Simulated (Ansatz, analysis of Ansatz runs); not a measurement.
# A hop of Na in Na2CrO4 (Cmcm), charge −1, part 3 of 5

Aim: the barrier of one jump in Na2CrO4 (Cmcm) at charge −1: V_Na hop (3.4 Å). The model is a cell of 56 host atoms with 1 Na taken out; Na is the atom that moves.

Ansatz 0.2.0; plane-wave PAW DFT, PBEsol; nudged elastic band between two relaxed defect structures at fixed charge in a uniform background.

So far: Starting point; Relaxation of the start point, charge −1; Relaxation of the end point, charge −1.

### Step 4. Nudged elastic band, charge −1

5 movable images are laid between the ends on a pair-potential path, which keeps atoms from colliding in the first guess. Each image feels the true force across the path and a spring force along it. The highest image is set to climb to the top of the path.

This step: plane-wave PAW DFT, PBEsol; nudged elastic band between two relaxed defect structures at fixed charge in a uniform background.

qm1.neb/input.yaml reads:

```yaml
crystal:
  lattice:
    - [0.0, 9.21092277, 7.09648259]
    - [5.85930775, 0.0, 7.09648259]
    - [5.85930775, 9.21092277, 0.0]
  atoms:
    - { symbol: Na, position: [0.03367152, 0.21683158, 0.28210085] }
    - { symbol: Na, position: [0.0330768, 0.21865732, 0.78257437] }
    - { symbol: Na, position: [0.53160678, 0.71671345, 0.28408516] }
    - { symbol: Na, position: [0.53385865, 0.716723, 0.78209947] }
    - { symbol: Na, position: [0.45916888, 0.29086799, 0.23058694] }
    - { symbol: Na, position: [0.96557422, 0.78354592, 0.21683098] }
    - { symbol: Na, position: [0.98206496, 0.76790222, 0.70708455] }
    - { symbol: Na, position: [0.24917585, 0.75372782, 0.24551372] }
    - { symbol: Na, position: [0.25591953, 0.74119553, 0.74916531] }
    - { symbol: Na, position: [0.7457167, 0.25127464, 0.25930977] }
    - { symbol: Na, position: [0.74227688, 0.24687903, 0.75232966] }
    - { symbol: Na, position: [0.00892121, 0.49403043, -0.00402911] }
    - { symbol: Na, position: [-0.00349619, 0.5007918, 0.49854608] }
    - { symbol: Na, position: [0.50302331, 0.00786186, -0.00834162] }
    - { symbol: Na, position: [0.49839014, 0.00404981, 0.50635513] }
    - { symbol: Cr, position: [0.1984283, 0.05138328, 0.44871396] }
    - { symbol: Cr, position: [0.19462824, 0.04926337, 0.95109031] }
    - { symbol: Cr, position: [0.70024287, 0.55488005, 0.4455267] }
    - { symbol: Cr, position: [0.69873531, 0.55139695, 0.9485472] }
    - { symbol: Cr, position: [0.304358, 0.44596074, 0.05434489] }
    - { symbol: Cr, position: [0.29700753, 0.45306381, 0.54702282] }
    - { symbol: Cr, position: [0.8015324, 0.94842463, 0.05169372] }
    - { symbol: Cr, position: [0.80453185, 0.94567234, 0.55379582] }
    - { symbol: O, position: [0.15942145, 0.40304242, 0.09675208] }
    - { symbol: O, position: [0.14991312, 0.41194205, 0.59051541] }
    - { symbol: O, position: [0.65572058, 0.90671821, 0.09467234] }
    - { symbol: O, position: [0.65808702, 0.90423179, 0.59778485] }
    - { symbol: O, position: [0.14910228, 0.90396009, 0.09687496] }
    - { symbol: O, position: [0.15809871, 0.90522433, 0.59280334] }
    - { symbol: O, position: [0.65555658, 0.40813982, 0.09551569] }
    - { symbol: O, position: [0.66363038, 0.41177081, 0.58907092] }
    - { symbol: O, position: [0.34252825, 0.0938007, 0.4083675] }
    - { symbol: O, position: [0.33837643, 0.08461019, 0.91494255] }
    - { symbol: O, position: [0.84612724, 0.59926906, 0.40059057] }
    - { symbol: O, position: [0.84566956, 0.59097056, 0.90535415] }
    - { symbol: O, position: [0.33916475, 0.59903963, 0.40116596] }
    - { symbol: O, position: [0.34800421, 0.59058268, 0.90866979] }
    - { symbol: O, position: [0.84655179, 0.09192973, 0.40978169] }
    - { symbol: O, position: [0.84413378, 0.09343231, 0.9063632] }
    - { symbol: O, position: [0.02865402, 0.21883699, 0.0126194] }
    - { symbol: O, position: [0.03032265, 0.21737259, 0.51194223] }
    - { symbol: O, position: [0.53323578, 0.71997622, 0.00914685] }
    - { symbol: O, position: [0.5313543, 0.72155542, 0.50984486] }
    - { symbol: O, position: [0.46286879, 0.2864498, 0.47758796] }
    - { symbol: O, position: [0.46988666, 0.28007396, 1.00254136] }
    - { symbol: O, position: [0.97185284, 0.77803652, 0.48461204] }
    - { symbol: O, position: [0.96836812, 0.78098386, 0.98967816] }
    - { symbol: O, position: [0.26188846, 0.99007281, 0.28057341] }
    - { symbol: O, position: [0.25879756, 0.98787056, 0.78198329] }
    - { symbol: O, position: [0.76177626, 0.49057098, 0.27918415] }
    - { symbol: O, position: [0.75959844, 0.48737518, 0.78306769] }
    - { symbol: O, position: [0.23636793, 0.5138529, 0.22183534] }
    - { symbol: O, position: [0.22945366, 0.52138668, 0.7128185] }
    - { symbol: O, position: [0.7398021, 0.01055567, 0.21860881] }
    - { symbol: O, position: [0.75385653, -0.00380053, 0.71940021] }
total_charge: -1
basis:
  ecutwfc: 420
  xc_grid: 2
hamiltonian:
  xc: pbesol
kpoints:
  mp_grid: { grid: [1, 1, 1], shift: [0.25, 0.25, 0.25] }
scf:
  occupations: { method: fixed }
  max_iter: 100
output:
  forces: true
neb:
  images: 5
  f_tol: 0.04
  climbing: true
  initial_path: idpp
  max_iterations: 45
  order_check: false
  final_atoms:
    - { symbol: Na, position: [0.00480549, 0.22474025, 0.31565119] }
    - { symbol: Na, position: [0.01181327, 0.22072431, 0.77902661] }
[... 8 atom lines left out ...]
    - { symbol: Na, position: [0.48487384, 0.27803576, 0.72206768] }
[... 2 atom lines left out ...]
    - { symbol: Na, position: [0.4945767, -0.00239717, 0.00217787] }
[... 3 atom lines left out ...]
    - { symbol: Cr, position: [0.69910611, 0.55688491, 0.44386508] }
[... 1 atom line left out ...]
    - { symbol: Cr, position: [0.28900769, 0.44536401, 0.06082718] }
[... 2 atom lines left out ...]
    - { symbol: Cr, position: [0.7950763, 0.93914549, 0.5548299] }
[... 7 atom lines left out ...]
    - { symbol: O, position: [0.66213908, 0.41338318, 0.58825708] }
[... 1 atom line left out ...]
    - { symbol: O, position: [0.33935794, 0.10137118, 0.89830294] }
[... 3 atom lines left out ...]
    - { symbol: O, position: [0.33405563, 0.58661141, 0.91029825] }
    - { symbol: O, position: [0.83017116, 0.09034453, 0.41429056] }
[... 6 atom lines left out ...]
    - { symbol: O, position: [0.44949007, 0.27494475, 0.99891488] }
[... 5 atom lines left out ...]
    - { symbol: O, position: [0.77233711, 0.49785784, 0.7767104] }
[... 3 atom lines left out ...]
    - { symbol: O, position: [0.7249272, -0.00021749, 0.72499335] }
```

On the command line:

```console
$ ansatz run input.yaml --threads 4 --pin off --max-ram 14131MiB --backend cpu --events-out ev --progress --plain --runs-dir out
```

Numbers of over 12 decimals in the logs are rounded to 6 here.

The program printed:

```text
[...]
Warning: neb: disabling space-group detection — the band's intermediate images generally break the endpoint symmetry, so the full k-mesh is solved, and no spatial operation symmetrises the density, except that a semilocal band can use its path's symmetry [...]
[...]
parallel-image band execution: 4 concurrent image workers
NEB image 0
Crystal: 55 atoms, lattice volume = 765.989 Å³
Basis set: ecut = 420 eV, 15027 PW (Γ), exchange–correlation on 160×128×150 points (8 copies of the dense FFT grid, shifted against one another)
Bands: 275, of which v1, the nominal top of the filled ones, is band 220 counted from 1 (219 counted from 0)
Symmetry: 1 space group operations
k-points: 1
[...]
SCF iter   1: F=—  HF=-66899.880387 eV  |F-HF|=—  |Δ(HF+E_count)|=         —  Δρ=1.42e-2  dr2=1.11e0  ethr=1.77e-3  ⟨swp⟩=4.0  Hψ=783  notcnv=0  defer=44
[...]
SCF iter  16: F=-66899.508568 eV  HF=-66899.508568 eV  |F-HF|=1.07e-8  |Δ(HF+E_count)|=   1.51e-9  Δρ=1.49e-6  dr2=2.31e-8  ethr=2.27e-11  ⟨swp⟩=2.0  Hψ=745  notcnv=0
SCF 1 converged in 16 iterations: F = -66899.508568 eV  dr2 = 2.31e-8
[...]
NSCF: frozen V_eff on 1 k-points
NEB image 6
SCF iter   1: F=—  HF=-66899.504939 eV  |F-HF|=—  |Δ(HF+E_count)|=         —  Δρ=1.42e-2  dr2=1.10e0  ethr=1.77e-3  ⟨swp⟩=4.0  Hψ=783  notcnv=0  defer=43
[...]
SCF iter  14: F=-66899.136514 eV  HF=-66899.136514 eV  |F-HF|=2.39e-8  |Δ(HF+E_count)|=   4.24e-8  Δρ=2.75e-6  dr2=7.73e-8  ethr=2.27e-11  ⟨swp⟩=2.0  Hψ=710  notcnv=0
SCF 2 converged in 14 iterations: F = -66899.136514 eV  dr2 = 7.73e-8
[...]
NEB end point (image 0): max|allowed force component| = 9.786e-3 eV/Å (the criterion of neb.relax_end_points is 1.000e-2)
NEB end point (image 6): max|allowed force component| = 1.469e-2 eV/Å (the criterion of neb.relax_end_points is 1.000e-2)
NEB image 1
SCF iter   1: F=—  HF=-66899.576598 eV  |F-HF|=—  |Δ(HF+E_count)|=         —  Δρ=1.42e-2  dr2=1.12e0  ethr=1.77e-3  ⟨swp⟩=4.0  Hψ=783  notcnv=0  defer=44
[...]
SCF iter  16: F=-66899.204686 eV  HF=-66899.204686 eV  |F-HF|=6.61e-9  |Δ(HF+E_count)|=   2.65e-8  Δρ=1.40e-6  dr2=1.74e-8  ethr=2.27e-11  ⟨swp⟩=2.0  Hψ=945  notcnv=0
SCF 3 converged in 16 iterations: F = -66899.204686 eV  dr2 = 1.74e-8
NEB image 2
SCF iter   1: F=—  HF=-66898.976100 eV  |F-HF|=—  |Δ(HF+E_count)|=         —  Δρ=1.43e-2  dr2=1.15e0  ethr=1.77e-3  ⟨swp⟩=4.0  Hψ=781  notcnv=0  defer=45
[...]
SCF iter  17: F=-66898.598300 eV  HF=-66898.598300 eV  |F-HF|=4.02e-9  |Δ(HF+E_count)|=   5.91e-9  Δρ=7.04e-7  dr2=5.07e-9  ethr=2.27e-11  ⟨swp⟩=3.0  Hψ=719  notcnv=0
SCF 4 converged in 17 iterations: F = -66898.598300 eV  dr2 = 5.07e-9
NEB image 3
SCF iter   1: F=—  HF=-66898.667577 eV  |F-HF|=—  |Δ(HF+E_count)|=         —  Δρ=1.44e-2  dr2=1.18e0  ethr=1.77e-3  ⟨swp⟩=4.0  Hψ=780  notcnv=0  defer=44
[...]
SCF iter  16: F=-66898.284925 eV  HF=-66898.284925 eV  |F-HF|=4.92e-8  |Δ(HF+E_count)|=   2.14e-8  Δρ=2.81e-6  dr2=7.09e-8  ethr=2.27e-11  ⟨swp⟩=2.0  Hψ=879  notcnv=0
SCF 5 converged in 16 iterations: F = -66898.284925 eV  dr2 = 7.09e-8
NEB image 4
SCF iter   1: F=—  HF=-66898.890984 eV  |F-HF|=—  |Δ(HF+E_count)|=         —  Δρ=1.43e-2  dr2=1.16e0  ethr=1.77e-3  ⟨swp⟩=4.0  Hψ=780  notcnv=0  defer=43
[...]
SCF iter  16: F=-66898.510979 eV  HF=-66898.510979 eV  |F-HF|=3.91e-8  |Δ(HF+E_count)|=   2.69e-8  Δρ=2.40e-6  dr2=5.03e-8  ethr=2.27e-11  ⟨swp⟩=2.0  Hψ=916  notcnv=0
SCF 6 converged in 16 iterations: F = -66898.510979 eV  dr2 = 5.03e-8
NEB image 5
SCF iter   1: F=—  HF=-66899.296676 eV  |F-HF|=—  |Δ(HF+E_count)|=         —  Δρ=1.42e-2  dr2=1.12e0  ethr=1.77e-3  ⟨swp⟩=4.0  Hψ=783  notcnv=0  defer=43
[...]
SCF iter  14: F=-66898.924800 eV  HF=-66898.924800 eV  |F-HF|=1.62e-9  |Δ(HF+E_count)|=   7.63e-8  Δρ=2.83e-6  dr2=8.35e-8  ethr=2.27e-11  ⟨swp⟩=2.0  Hψ=713  notcnv=0
SCF 7 converged in 14 iterations: F = -66898.924800 eV  dr2 = 8.35e-8
NEB iter   1: max|band force component| = 1.240e0 eV/Å  barrier→ = 1.2236 eV  barrier← = 0.8516 eV  Δτ_max = 0.1136 Å  (109 SCF iters)
NEB image 1
[...]
iter 1 solved again at ethr=1.71e-5 eV; its pass at ethr=3.10e-3 eV (dr2=7.54e-2 eV) is discarded
[...]
SCF iter  12: F=-66899.312573 eV  HF=-66899.312573 eV  |F-HF|=1.88e-8  |Δ(HF+E_count)|=   2.33e-8  Δρ=2.39e-6  dr2=4.86e-8  ethr=2.27e-11  ⟨swp⟩=2.0  Hψ=733  notcnv=0
SCF 8 converged in 12 iterations: F = -66899.312573 eV  dr2 = 4.86e-8
NEB image 2
[...]
SCF iter  13: F=-66898.892405 eV  HF=-66898.892405 eV  |F-HF|=1.22e-8  |Δ(HF+E_count)|=   2.71e-9  Δρ=1.69e-6  dr2=2.08e-8  ethr=2.27e-11  ⟨swp⟩=3.0  Hψ=688  notcnv=0
SCF 9 converged in 13 iterations: F = -66898.892405 eV  dr2 = 2.08e-8
NEB image 3
[...]
SCF iter  13: F=-66898.666228 eV  HF=-66898.666228 eV  |F-HF|=1.30e-8  |Δ(HF+E_count)|=   1.36e-8  Δρ=2.01e-6  dr2=2.80e-8  ethr=2.27e-11  ⟨swp⟩=3.0  Hψ=687  notcnv=0
SCF 10 converged in 13 iterations: F = -66898.666228 eV  dr2 = 2.80e-8
NEB image 4
[...]
SCF iter  13: F=-66898.797682 eV  HF=-66898.797682 eV  |F-HF|=2.12e-9  |Δ(HF+E_count)|=   4.14e-8  Δρ=2.20e-6  dr2=3.68e-8  ethr=2.27e-11  ⟨swp⟩=3.0  Hψ=717  notcnv=0
SCF 11 converged in 13 iterations: F = -66898.797682 eV  dr2 = 3.68e-8
NEB image 5
[...]
SCF iter  12: F=-66899.023083 eV  HF=-66899.023083 eV  |F-HF|=3.02e-8  |Δ(HF+E_count)|=   3.84e-9  Δρ=2.55e-6  dr2=5.52e-8  ethr=2.27e-11  ⟨swp⟩=2.0  Hψ=731  notcnv=0
SCF 12 converged in 12 iterations: F = -66899.023083 eV  dr2 = 5.52e-8
NEB iter   2: max|band force component| = 7.845e-1 eV/Å  barrier→ = 0.8423 eV  barrier← = 0.4703 eV  Δτ_max = 0.1437 Å  (63 SCF iters)
NEB image 1
[...]
SCF iter  12: F=-66899.383759 eV  HF=-66899.383759 eV  |F-HF|=1.53e-8  |Δ(HF+E_count)|=   7.52e-8  Δρ=3.44e-6  dr2=9.11e-8  ethr=2.27e-11  ⟨swp⟩=2.0  Hψ=828  notcnv=0
SCF 13 converged in 12 iterations: F = -66899.383759 eV  dr2 = 9.11e-8
NEB image 2
[...]
SCF iter  13: F=-66899.030826 eV  HF=-66899.030826 eV  |F-HF|=1.73e-8  |Δ(HF+E_count)|=   2.77e-8  Δρ=2.46e-6  dr2=4.39e-8  ethr=2.27e-11  ⟨swp⟩=3.0  Hψ=714  notcnv=0
SCF 14 converged in 13 iterations: F = -66899.030826 eV  dr2 = 4.39e-8
NEB image 3
[...]
NEB iter  24: max|band force component| = 4.505e-2 eV/Å  barrier→ = 0.5610 eV  barrier← = 0.1889 eV  CI = image 3  Δτ_max = 0.0257 Å  (49 SCF iters)
NEB image 1
[...]
SCF iter   9: F=-66899.472087 eV  HF=-66899.472087 eV  |F-HF|=7.90e-9  |Δ(HF+E_count)|=   4.09e-8  Δρ=1.60e-6  dr2=2.32e-8  ethr=2.27e-11  ⟨swp⟩=2.0  Hψ=769  notcnv=0
SCF 111 converged in 9 iterations: F = -66899.472087 eV  dr2 = 2.32e-8
NEB image 2
[...]
SCF iter   9: F=-66899.211780 eV  HF=-66899.211780 eV  |F-HF|=3.84e-8  |Δ(HF+E_count)|=   2.24e-7  Δρ=3.19e-6  dr2=9.11e-8  ethr=2.27e-11  ⟨swp⟩=3.0  Hψ=804  notcnv=0
SCF 112 converged in 9 iterations: F = -66899.211780 eV  dr2 = 9.11e-8
NEB image 3
[...]
SCF iter   9: F=-66898.948448 eV  HF=-66898.948448 eV  |F-HF|=1.64e-8  |Δ(HF+E_count)|=   1.67e-7  Δρ=3.67e-6  dr2=9.08e-8  ethr=2.27e-11  ⟨swp⟩=2.0  Hψ=912  notcnv=0
SCF 113 converged in 9 iterations: F = -66898.948448 eV  dr2 = 9.08e-8
NEB image 4
[...]
SCF iter  10: F=-66899.063738 eV  HF=-66899.063738 eV  |F-HF|=1.96e-8  |Δ(HF+E_count)|=   1.12e-7  Δρ=2.49e-6  dr2=5.61e-8  ethr=2.27e-11  ⟨swp⟩=3.0  Hψ=718  notcnv=0
SCF 114 converged in 10 iterations: F = -66899.063738 eV  dr2 = 5.61e-8
NEB image 5
[...]
SCF iter   9: F=-66899.136479 eV  HF=-66899.136479 eV  |F-HF|=4.79e-8  |Δ(HF+E_count)|=   1.42e-7  Δρ=2.58e-6  dr2=4.63e-8  ethr=2.27e-11  ⟨swp⟩=3.0  Hψ=899  notcnv=0
SCF 115 converged in 9 iterations: F = -66899.136479 eV  dr2 = 4.63e-8
NEB image 1
[...]
NEB image 2
[...]
NEB image 4
[...]
NEB image 5
[...]
NEB image 3
[...]
the band table was solved once a step of the walk had ended and its energy, with any forces and stress, was formed, with the checks that follow a solve (1048 applications of the Hamiltonian). They found nothing against the state; [...]
NEB iter  25: max|band force component| = 3.517e-2 eV/Å  barrier→ = 0.5601 eV  barrier← = 0.1881 eV  CI = image 3  Δτ_max = 0.0000 Å  (46 SCF iters)
SCF converged after 9 iterations
Free energy (F): -66898.948448 eV
[...]
Internal energy: -66898.948448 eV  (E = F + TS)
E sigma→0 (E₀):  -66898.948448 eV
Fermi energy:    2.748667 eV
[...]
--- Forces (eV/Å), atoms counted from 1 ---
  atom   1  Na    -0.00143309    -0.00008904    -0.00013380
  atom   2  Na    -0.00069437    -0.00318537     0.00887811
  [... 8 atoms left out ...]
  atom  11  Na     0.00048141    -0.00277832     0.00001452
  [... 2 atoms left out ...]
  atom  14  Na     0.00008961    -0.00061587    -0.00246858
  [... 3 atoms left out ...]
  atom  18  Cr    -0.00090992     0.00595989    -0.00744167
  [... 1 atom left out ...]
  atom  20  Cr    -0.00209677    -0.00215131     0.00139938
  [... 2 atoms left out ...]
  atom  23  Cr     0.00339838     0.00077835     0.00478536
  [... 7 atoms left out ...]
  atom  31  O      0.00341902     0.00352801     0.00453160
  [... 5 atoms left out ...]
  atom  37  O     -0.00138789     0.00106917     0.00046129
  atom  38  O     -0.00007317    -0.00147590     0.00016243
  [... 6 atoms left out ...]
  atom  45  O      0.00139126    -0.00034357     0.00120703
  [... 9 atoms left out ...]
  atom  55  O     -0.00250223    -0.00214668    -0.00058861
  max |Σ_I F_I| component: 1.04e-4 eV/Å
--- Band table (eV) ---
[...]
this run last wrote the band of iteration 25 to <dir>; this run last wrote the band within `neb.f_tol` of iteration 22 to <dir>
--- NEB band (7 images, 25 band iterations, 1279 SCF iterations) ---
  forward barrier  = 0.560120 eV
  backward barrier = 0.188066 eV
  climbing image's point = of an order that was not read
  energies are F+E_penalty+E_count in eV, relative to image 0
  image     s (Å)  Δ vs image 0  max|band force component| (eV/Å)
      0    0.0000      0.000000                                 —
      1    1.0557      0.036481                          1.852e-2
      2    2.1113      0.296788                          3.491e-2
  *   3    3.1669      0.560120                          1.366e-2
      4    4.1536      0.444830                          3.517e-2
      5    5.1404      0.372089                          1.945e-2
      6    6.1268      0.372054                                 —
  climbing-image geometry (image 3):
  cell:  # Å, volume = 765.9891 Å³
    - [0.0, 9.21092277, 7.09648259]
    - [5.85930775, 0.0, 7.09648259]
    - [5.85930775, 9.21092277, 0.0]
  atoms:
    - { symbol: Na, position: [0.006303, 0.204575, 0.324122] }
    - { symbol: Na, position: [0.028904, 0.228520, 0.771074] }
    - { symbol: Na, position: [0.526664, 0.735511, 0.277390] }
    - { symbol: Na, position: [0.495497, 0.715900, 0.821455] }
    - { symbol: Na, position: [0.471177, 0.264054, 0.234440] }
    - { symbol: Na, position: [0.970163, 0.831650, 0.204304] }
    - { symbol: Na, position: [0.947079, 0.793619, 0.736954] }
    - { symbol: Na, position: [0.243459, 0.747314, 0.261753] }
    - { symbol: Na, position: [0.252212, 0.738972, 0.748533] }
    - { symbol: Na, position: [0.741393, 0.265743, 0.254511] }
    - { symbol: Na, position: [0.577198, 0.289532, 0.760739] }
    - { symbol: Na, position: [0.008616, 0.497818, -0.004370] }
    - { symbol: Na, position: [-0.024153, 0.507433, 0.505746] }
    - { symbol: Na, position: [0.488339, -0.003466, 0.008118] }
    - { symbol: Na, position: [0.509234, -0.004461, 0.504237] }
    - { symbol: Cr, position: [0.207710, 0.038282, 0.448764] }
    - { symbol: Cr, position: [0.209672, 0.062397, 0.936742] }
    - { symbol: Cr, position: [0.718809, 0.567573, 0.420912] }
    - { symbol: Cr, position: [0.695199, 0.548790, 0.949593] }
    - { symbol: Cr, position: [0.279049, 0.437234, 0.077583] }
    - { symbol: Cr, position: [0.302297, 0.449518, 0.543898] }
    - { symbol: Cr, position: [0.809106, 0.948716, 0.042551] }
    - { symbol: Cr, position: [0.792878, 0.933798, 0.561826] }
    - { symbol: O, position: [0.130013, 0.394623, 0.129753] }
    - { symbol: O, position: [0.162624, 0.409154, 0.572307] }
    - { symbol: O, position: [0.676679, 0.897945, 0.067624] }
    - { symbol: O, position: [0.650142, 0.877784, 0.616243] }
    - { symbol: O, position: [0.199356, 0.898052, 0.063347] }
    - { symbol: O, position: [0.152019, 0.899419, 0.599034] }
    - { symbol: O, position: [0.658264, 0.396933, 0.087890] }
    - { symbol: O, position: [0.743664, 0.391765, 0.521396] }
    - { symbol: O, position: [0.374578, 0.046806, 0.393710] }
    - { symbol: O, position: [0.349752, 0.118499, 0.886896] }
    - { symbol: O, position: [0.850146, 0.642468, 0.365828] }
    - { symbol: O, position: [0.852323, 0.577049, 0.896848] }
    - { symbol: O, position: [0.351825, 0.595248, 0.399437] }
    - { symbol: O, position: [0.349981, 0.549154, 0.902871] }
    - { symbol: O, position: [0.839667, 0.063448, 0.400573] }
    - { symbol: O, position: [0.856086, 0.089062, 0.896291] }
    - { symbol: O, position: [0.029214, 0.213617, 0.025123] }
    - { symbol: O, position: [0.059437, 0.217586, 0.507889] }
    - { symbol: O, position: [0.529181, 0.718135, 0.026274] }
    - { symbol: O, position: [0.530825, 0.701726, 0.535188] }
    - { symbol: O, position: [0.468136, 0.281750, 0.479340] }
    - { symbol: O, position: [0.432767, 0.264423, 1.047113] }
    - { symbol: O, position: [0.961228, 0.772057, 0.509644] }
    - { symbol: O, position: [0.978241, 0.785121, 0.989143] }
    - { symbol: O, position: [0.248139, 0.984893, 0.289601] }
    - { symbol: O, position: [0.259386, 1.009636, 0.772132] }
    - { symbol: O, position: [0.753073, 0.530610, 0.259162] }
    - { symbol: O, position: [0.738495, 0.503941, 0.786643] }
    - { symbol: O, position: [0.214141, 0.535134, 0.224823] }
    - { symbol: O, position: [0.228127, 0.513204, 0.715386] }
    - { symbol: O, position: [0.730252, 0.020722, 0.213824] }
    - { symbol: O, position: [0.729579, 0.015132, 0.719039] }
```

The job ended after 36 min (4 threads of Arm Neoverse V1, shared host; peak memory 4.7 GiB; 1.5 h of CPU time).

Reading the cycles: dr2 is the Hartree energy of the density residual (eV), the measure of convergence; HF is the Harris–Foulkes estimate of the energy, which meets the free energy F at convergence.

The path, image by image:

```
image  path (Å)  energy (eV)     Na11: x, y, z (Å)
    0     0.000       0.0000  5.855, 13.767, 7.020
    1     1.056       0.0365  5.947, 13.728, 6.984
    2     2.111       0.2968  6.198, 13.175, 6.690
    3     3.167       0.5601  6.154, 12.324, 6.151
    4     4.154       0.4448  6.080, 11.588, 5.732
    5     5.140       0.3721  6.020, 11.207, 5.517
    6     6.127       0.3721  5.860, 11.117, 5.414
```

This step gave:

- free energy: -66898.9484 eV
- barrier forward: 0.5601 eV
- barrier backward: 0.1881 eV
- end less start: 0.3721 eV
- hop length: 3.098 Å

Track of the atom that was set to move:

```
image  x (Å)  y (Å)  z (Å)  nearest neighbour  distance (Å)
    0  5.855  13.77   7.02                  O         2.311
    1  5.947  13.73  6.984                  O         2.301
    2  6.198  13.18   6.69                  O         2.211
    3  6.154  12.32  6.151                  O         2.175
    4   6.08  11.59  5.732                  O         2.257
    5   6.02  11.21  5.517                  O         2.261
    6   5.86  11.12  5.414                  O         2.254
```

The band met its tolerance of 0.04 eV/Å after 25 iterations, with image 3 on top (the start counts as 0). Na11, which moves farthest between the ends, has 6 O at 2.31 to 2.46 Å nearest at the start and 4 O at 2.18 to 2.49 Å at the top.

(Part 3 of 5 ends here.)

[Logs are printed without paths, hosts, clocks, repeated set-up lines and the standing remarks that a program may print on its own settings, such as how far it seeks lower states.]

[Hosts, paths, dates, database ids (printed as entryN), source tags and the programs' standing remarks are cut or masked in the printed files.]
